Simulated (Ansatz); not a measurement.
# What (KF)1(LiBr)3 [001] superlattice, started as rocksalt type distorts into, part 3 of 3

Aim: this structure of (KF)1(LiBr)3 [001] superlattice, started as rocksalt type is to be tested for unstable modes, and one is followed downhill.

Ansatz 0.2.0; DFT PBEsol, scalar-relativistic, plane waves, PAW.

So far. Step 5 (Energy along the mode, all amplitudes (two of the runs …): The lowest of the steps tried is the last one, at 0.6 Å, 22.9 meV/atom below the parent; the bottom of the well need not coincide with a step. Step 7 (The new phase in its own primitive cell): The largest force component left is 0.72 meV/Å and the pressure is 0.000 GPa, within the tolerances set. The cell now holds 21.35 Å³/atom.

The structure was built from a prototype and need not be the compound's stable phase.

### Step 8. Modes of the new phase, k-mesh 6×6×2

A relaxed structure may still be a saddle point, so its zone-centre modes are computed. The response to a homogeneous field gives the Born charges and the dielectric tensor, and its change with displacement the Raman tensors.

The input, input.yaml:

```yaml
crystal:
  lattice:
    - [3.6925877336, 0.0, 0.0]
    - [0.0, 3.6925877336, 0.0]
    - [0.0, 0.0, 12.5250697252]
  atoms:
    - { symbol: Br, position: [0.0, 0.0, 0.2590929863] }
    - { symbol: Br, position: [0.5, 0.5, 0.4994239988] }
    - { symbol: Br, position: [0.0, 0.0, 0.7473707956] }
    - { symbol: F, position: [0.5, 0.5, 0.056417932] }
    - { symbol: K, position: [0.0, 0.0, 0.0074965629] }
    - { symbol: Li, position: [0.5, 0.5, 0.2013672803] }
    - { symbol: Li, position: [0.0, 0.0, 0.4634315758] }
    - { symbol: Li, position: [0.5, 0.5, 0.6997889373] }
kpoints:
  mp_grid: { grid: [6, 6, 2] }
hamiltonian:
  xc: pbesol
scf:
  occupations: { method: fixed }
output:
  eigenvalues: true
phonons:
  method: dfpt
  dielectric: true
  rigid_motions: translations
  raman: true
```

Run with:

```sh
ansatz run input.yaml --threads 8 --pin off --max-ram 14336MiB --backend cpu --events-out ev --progress --plain --runs-dir out
```

Numbers of over 12 decimals in the logs are rounded to 6 here.

The program printed:

```text
[...]
Crystal: 8 atoms, lattice volume = 170.782 Å³
Basis set: ecut = 420 eV, 3321 PW (Γ), exchange–correlation on 50×50×180 points (8 copies of the dense FFT grid, shifted against one another)
Bands: 31, of which v1, the nominal top of the filled ones, is band 23 counted from 1 (22 counted from 0)
Symmetry: 8 space group operations
k-points: 32 of 72 (irreducible under 2 space group operations, time reversal used)
[...]
SCF iter   1: F=—  HF=-11146.928508 eV  |F-HF|=—  |Δ(HF+E_count)|=         —  Δρ=5.18e-3  dr2=3.86e-2  ethr=1.77e-3  ⟨swp⟩=5.3  Hψ=4122  notcnv=0  defer=169
[...]
SCF iter   9: F=-11146.916565 eV  HF=-11146.916565 eV  |F-HF|=8.91e-11  |Δ(HF+E_count)|=   1.14e-9  Δρ=1.60e-7  dr2=6.50e-11  ethr=1.00e-12  ⟨swp⟩=17.1  Hψ=8094  notcnv=0
SCF 1 converged in 9 iterations: F = -11146.916565 eV  dr2 = 6.50e-11
[...]
Bands: 24, of which v1, the nominal top of the filled ones, is band 23 counted from 1 (22 counted from 0)
k-points: 30 of 400 (time reversal used)
[...]
Eigensolver: Dense (30 Hₖ)
SCF iter   1: F=—  HF=-11146.884079 eV  |F-HF|=—  |Δ(HF+E_count)|=         —  Δρ=2.41e-4  dr2=2.94e-5  ethr=1.00e-1
[...]
SCF iter   7: F=-11146.884096 eV  HF=-11146.884096 eV  |F-HF|=1.27e-11  |Δ(HF+E_count)|=  3.00e-10  Δρ=5.08e-8  dr2=7.32e-12  ethr=1.00e-12
SCF 1 converged in 7 iterations: F = -11146.884096 eV  dr2 = 7.32e-12
[...]
SCF converged after 9 iterations
Free energy (F): -11146.916565 eV
[...]
Internal energy: -11146.916565 eV  (E = F + TS)
E sigma→0 (E₀):  -11146.916565 eV
Fermi energy:    1.989100 eV
[...]
--- Band table (eV; the first three rows and the last of 32) ---
  k-point 0: bands = [... 19 lower, 1.4803, 1.4803, 1.7631, 1.7631, 6.2645, 7.7250, 8.1477, 8.5775, ... 4 higher]
  k-point 1: bands = [... 19 lower, 1.4854, 1.4854, 1.7597, 1.7597, 6.5290, 7.2309, 8.2522, 8.7458, ... 4 higher]
  k-point 2: bands = [... 19 lower, 1.2864, 1.4261, 1.5713, 1.8275, 6.8086, 8.0087, 8.3961, 8.8844, ... 4 higher]
  k-point 31: bands = [... 19 lower, 0.1978, 0.8717, 0.8873, 1.1033, 7.7005, 8.1895, 8.2212, 8.7368, ... 4 higher]
[...]
ASR residual: 2.108e-4 → 0.000e0 eV/Å²; symmetrization residual: 9.081e-6 eV/Å²
[...]
ε∞ (high-frequency dielectric tensor):
        2.980198     0.000000    -0.000000
        0.000000     2.980198     0.000000
       -0.000000     0.000000     2.728668
  ε⁰ (static dielectric tensor: ions relaxed, cell fixed):
       10.033775     0.000000     0.000000
        0.000000    10.033775    -0.000000
        0.000000    -0.000000     5.263009
  ε⁰ − ε∞ (ionic part):
        7.053577     0.000000     0.000000
        0.000000     7.053577    -0.000000
        0.000000    -0.000000     2.534341
[...]
Born effective charges Z* (e; rows j = field, columns β = displacement):
    site 0:
        -1.12195    0.00000   -0.00000
         0.00000   -1.12195    0.00000
        -0.00000    0.00000   -0.96605
    site 1:
        -1.22180    0.00000    0.00000
         0.00000   -1.22180    0.00000
         0.00000    0.00000   -0.83529
    site 2:
        -1.27718    0.00000   -0.00000
         0.00000   -1.27718    0.00000
        -0.00000    0.00000   -0.90844
    site 3:
        -1.18423    0.00000   -0.00000
         0.00000   -1.18423    0.00000
        -0.00000    0.00000   -1.36302
    site 4:
         1.11061    0.00000   -0.00000
         0.00000    1.11061    0.00000
        -0.00000    0.00000    1.46976
    site 5:
         1.23894    0.00000   -0.00000
         0.00000    1.23894    0.00000
        -0.00000    0.00000    0.92150
    site 6:
         1.22735    0.00000   -0.00000
         0.00000    1.22735    0.00000
        -0.00000    0.00000    0.90264
    site 7:
         1.22826    0.00000   -0.00000
         0.00000    1.22826    0.00000
        -0.00000    0.00000    0.77890
  Z* charge neutrality: 1.223e-2 e pre-enforcement
[...]
optical modes at Γ without the LO–TO term, one row a degenerate level:
      ω (cm⁻¹)  modes    IR ((D/Å)²/amu)  static Raman (Å⁴/amu)  depolarisation
         25.55      2             0.0510                 0.0200           0.750
         47.10      2             0.0178                 0.0041           0.750
         64.99      2             0.7035                 0.0990           0.750
         72.24      1             0.1829                 0.1310           0.640
         89.31      1             0.0206                 0.0445           0.592
        141.23      1             0.5482                 0.7217           0.002
        164.35      2             1.2143                 0.2853           0.750
        186.51      2            10.9958                 0.0341           0.750
        196.29      1             2.8835                 0.3912           0.041
        215.97      2             4.1779                 0.0436           0.750
        219.19      2            20.4835                 0.1333           0.750
        283.26      1             2.0974                 1.2433           0.460
        331.24      1             2.3637                 2.4841           0.102
        491.29      1             3.6920                 0.5838           0.040
  optical modes at Γ + LO–TO along q̂ = [1.0000, 0.0000, 0.0000]:
      ω (cm⁻¹)  modes    IR ((D/Å)²/amu)  static Raman (Å⁴/amu)  depolarisation
         25.55      1             0.0255                 0.0100           0.750
         26.17      1             0.0023                 0.0141           0.750
         47.10      1             0.0089                 0.0020           0.750
         47.21      1             0.0007                 0.0010           0.750
         64.99      1             0.3517                 0.0495           0.750
         68.62      1             0.0377                 0.0310           0.750
         72.24      1             0.1829                 0.1310           0.640
         89.31      1             0.0206                 0.0445           0.592
        141.23      1             0.5482                 0.7217           0.002
        164.35      1             0.6071                 0.1426           0.750
        165.52      1             0.0136                 0.1848           0.750
        186.51      1             5.4979                 0.0170           0.750
        196.11      1             0.1025                 0.0124           0.750
        196.29      1             2.8835                 0.3912           0.041
        215.97      1             2.0889                 0.0218           0.750
        216.53      1             0.0013                 0.0005           0.750
        219.19      1            10.2418                 0.0666           0.750
        283.26      1             2.0974                 1.2433           0.460
        331.24      1             2.3637                 2.4841           0.102
        349.41      1            18.6638                 0.0900           0.750
        491.29      1             3.6920                 0.5838           0.040
  optical modes at Γ + LO–TO along q̂ = [0.0000, 1.0000, 0.0000]:
      ω (cm⁻¹)  modes    IR ((D/Å)²/amu)  static Raman (Å⁴/amu)  depolarisation
         25.55      1             0.0255                 0.0100           0.750
         26.17      1             0.0023                 0.0141           0.750
         47.10      1             0.0089                 0.0020           0.750
         47.21      1             0.0007                 0.0010           0.750
         64.99      1             0.3517                 0.0495           0.750
[...]
optical modes at Γ + LO–TO along q̂ = [0.0000, 0.0000, 1.0000]:
      ω (cm⁻¹)  modes    IR ((D/Å)²/amu)  static Raman (Å⁴/amu)  depolarisation
[...]
64.99      2             0.7035                 0.0990           0.750
         75.19      1             0.0490                 0.1405           0.695
         89.63      1             0.0075                 0.0607           0.604
        145.47      1             0.1251                 0.8507           0.012
        164.35      2             1.2143                 0.2853           0.750
        186.51      2            10.9958                 0.0341           0.750
        215.97      2             4.1779                 0.0436           0.750
        218.33      1             1.2554                 0.1948           0.051
        219.19      2            20.4835                 0.1333           0.750
        296.16      1             1.0864                 0.5977           0.477
        352.60      1             3.7028                 5.1081           0.092
        512.25      1             5.5620                 0.0037           0.741
```

It took 2.6 min on 8 threads of Arm Neoverse V2, shared host; peak memory 3 GiB.

This step gave:

- sum-rule residual before enforcement: 2.11e-4 eV/Å²
- miss of the charge sum rule: 0.01223 e
- estimated error of the dielectric tensor: 0.01031
- estimated error of the Born charges: 0.01187 e
- point group: 4mm
- highest optical mode at the zone centre (no LO-TO term): 491.3 cm⁻¹
- lowest optical zone-centre mode: 25.55 cm⁻¹
- mean high-frequency dielectric constant: 2.896
- largest Born charge (third of the trace): -1.244 e
- mean static dielectric constant: 8.444
- top of the zone-centre spectrum with the field: 512.2 cm⁻¹

Without the LO-TO term. Patterns of degenerate modes are one choice out of their space. Modes at Γ, with each element's share of the kinetic energy:

```
mode  frequency (cm⁻¹)  symmetry  Br %  F %  K %  Li %
   1               0.0  acoustic    75    6   12     7
   2               0.0  acoustic    75    6   12     7
   3               0.0  acoustic    75    6   12     7
   4              25.6         E    67    8   20     6
   5              25.6         E    67    8   20     6
   6              47.1         E    84    2    7     7
   7              47.1         E    84    2    7     7
   8              65.0         E    55    6   39     0
   9              65.0         E    55    6   39     0
  10              72.2        A1    76    7   11     6
  11              89.3        A1    92    2    4     3
  12             141.2        A1    46   12   38     4
  13             164.3         E     2   68   23     7
  14             164.3         E     2   68   23     7
  15             186.5         E     7    0    0    93
  16             186.5         E     7    0    0    93
  17             196.3        A1     1   47   31    22
  18             216.0         E     7    1    0    92
  19             216.0         E     7    1    0    92
  20             219.2         E     2   10    0    88
  21             219.2         E     2   10    0    88
  22             283.3        A1     6    3    3    87
  23             331.2        A1     4    0    1    95
  24             491.3        A1     0   23    0    76
```

Displacements in mode 5 (25.6 cm⁻¹), the largest set to 1:
```
Br1 -0.13 -0.68  0.00
Br2  0.06  0.33  0.00
Br3  0.19  1.00  0.00
F4  -0.17 -0.88  0.00
K5  -0.18 -0.97  0.00
Li6 -0.16 -0.82  0.00
Li7  0.06  0.29  0.00
Li8  0.18  0.93  0.00
```

Displacements in mode 14 (164.3 cm⁻¹), the largest set to 1:
```
Br1  0.00 -0.09  0.00
Br2  0.00  0.00  0.00
Br3  0.00  0.00  0.00
F4   0.00  1.00  0.00
K5   0.00 -0.40  0.00
Li6  0.00  0.55  0.00
Li7  0.00  0.01  0.00
Li8  0.00 -0.01  0.00
```

Optical modes at the zone centre, without and with the macroscopic field of the longitudinal modes; each column is sorted by frequency, so a row need not hold one and the same mode. Modes with and without the field, by row:

```
rank among optical modes  no field (cm⁻¹)  q along (1, 0, 0) (cm⁻¹)  q along (0, 0, 1) (cm⁻¹)
                       1             25.6                      25.6                      25.6
                       2             25.6                      26.2                      25.6
                       3             47.1                      47.1                      47.1
                       4             47.1                      47.2                      47.1
                       5               65                        65                        65
                       6               65                      68.6                        65
                       7             72.2                      72.2                      75.2
                       8             89.3                      89.3                      89.6
                       9            141.2                     141.2                     145.5
                      10            164.3                     164.3                     164.3
                      11            164.3                     165.5                     164.3
                      12            186.5                     186.5                     186.5
                      13            186.5                     196.1                     186.5
                      14            196.3                     196.3                       216
                      15              216                       216                       216
                      16              216                     216.5                     218.3
                      17            219.2                     219.2                     219.2
                      18            219.2                     283.3                     219.2
                      19            283.3                     331.2                     296.2
                      20            331.2                     349.4                     352.6
                      21            491.3                     491.3                     512.2
```

Born charge (rows field, columns displacement) (e), principal values of the symmetric part by kind of site:

```
atom  atoms with these values    low  middle   high   mean
 Br1                        1  -1.12   -1.12  -0.97  -1.07
 Br2                        1  -1.22   -1.22  -0.84  -1.09
 Br3                        1  -1.28   -1.28  -0.91  -1.15
  F4                        1  -1.36   -1.18  -1.18  -1.24
  K5                        1   1.11    1.11   1.47   1.23
 Li6                        1   0.92    1.24   1.24   1.13
 Li7                        1   0.90    1.23   1.23   1.12
 Li8                        1   0.78    1.23   1.23   1.08
```

In full for Br2:

```
-1.22  0.00  0.00
 0.00 -1.22  0.00
 0.00  0.00 -0.84
```

High-frequency dielectric tensor:

```
2.98 0.00 0.00
0.00 2.98 0.00
0.00 0.00 2.73
```

Static dielectric tensor (ions relaxed, fixed cell):

```
10.03  0.00  0.00
 0.00 10.03  0.00
 0.00  0.00  5.26
```

Transverse modes. Lines of the infrared spectrum (strongest = 100):

```
position (cm⁻¹)  label  relative intensity
             26      E                 0.2
             47      E                 0.1
             65      E                 3.4
             72     A1                 0.9
             89     A1                 0.1
            141     A1                 2.7
            164      E                 5.9
            186      E                  54
            196     A1                  14
            216      E                  20
            219      E                 100
            283     A1                  10
            331     A1                  12
            491     A1                  18
```

Activity x (w_L - w)^4 (n + 1)/w, 532 nm, 300 K; modes without the macroscopic field alone. Raman lines, with heights relative to the strongest:

```
position (cm⁻¹)  label  relative intensity
             26      E                  67
             47      E                 4.2
             65      E                  56
             72     A1                  61
             89     A1                  14
            141     A1                 100
            164      E                  30
            186      E                 2.9
            196     A1                  31
            216      E                 3.0
            219      E                 8.8
            283     A1                  55
            331     A1                  87
            491     A1                  12
```

Before it was imposed, the acoustic sum rule was missed by 2.1e-4 eV/Å² and the charge sum rule by 0.012 e. Small misses are needed for a sound result but don't prove that mesh and cutoff are converged. The lowest optical mode is real, 25.6 cm⁻¹.

### Step 9. The phases reached

The phases reached along the modes that were followed are set side by side.

Energies are those of the first relaxation, on the mesh of the frozen mode; space group, volume and gap are those of the last relaxation. Phases, by row:

```
          mode frozen in  space group  energy from parent (meV/atom)  volume (Å³/atom)  gap on mesh (eV)  lowest zone-centre optical mode (cm⁻¹)  largest shift (Å)
                  parent       P4/mmm                              0             20.72             4.964                                       –                  –
q = (0, 0, 0), 143i cm⁻¹         P4mm                         -57.69             21.35             4.275                                    25.6               0.81
```

### Step 10. Outcome

```json
{"unstable mode of the parent": "q = (0, 0, 0), 143i cm⁻¹", "depth at the lowest point sampled": "22.9 meV/atom", "largest atomic shift at that point": "0.6 Å", "space group reached (within 0.01 Å)": "P4mm", "energy gained over the parent (first relaxation, on the mesh of the frozen mode)": "57.7 meV/atom", "volume per atom, phase reached": "21.3 Å³", "gap on the k-mesh, phase reached": "4.28 eV", "lowest optical zone-centre mode, phase reached": "25.6 cm⁻¹", "highest optical mode at the zone centre (no LO-TO term), phase reached": "491 cm⁻¹"}
```

Along this mode the structure falls into P4mm, 57.7 meV/atom below the parent. At the parent's cell the well is 22.93 meV/atom deep on the steps tried, with its lowest point at a shift of 0.6 Å. That is the last step tried, so the steps alone don't bracket the bottom of the well. Relaxing atoms and cell changes the gain by +34.76 meV/atom against the lowest step (energies at zero smearing). Most of the total comes from this relaxation. The new phase has no imaginary mode at the zone centre of its cell; other wavevectors were not checked. Each path keeps the symmetry of its pattern, so a lower phase may lie along a pattern not tried. The starting cell was built on a prototype and not taken from a measurement, so the phase need not exist.

[Logs are printed without paths, hosts, clocks, repeated set-up lines and the standing remarks that a program may print on its own settings, such as how far it seeks lower states.]

[Hosts, paths, dates, database ids (printed as entryN), source tags and the programs' standing remarks are cut or masked in the printed files.]
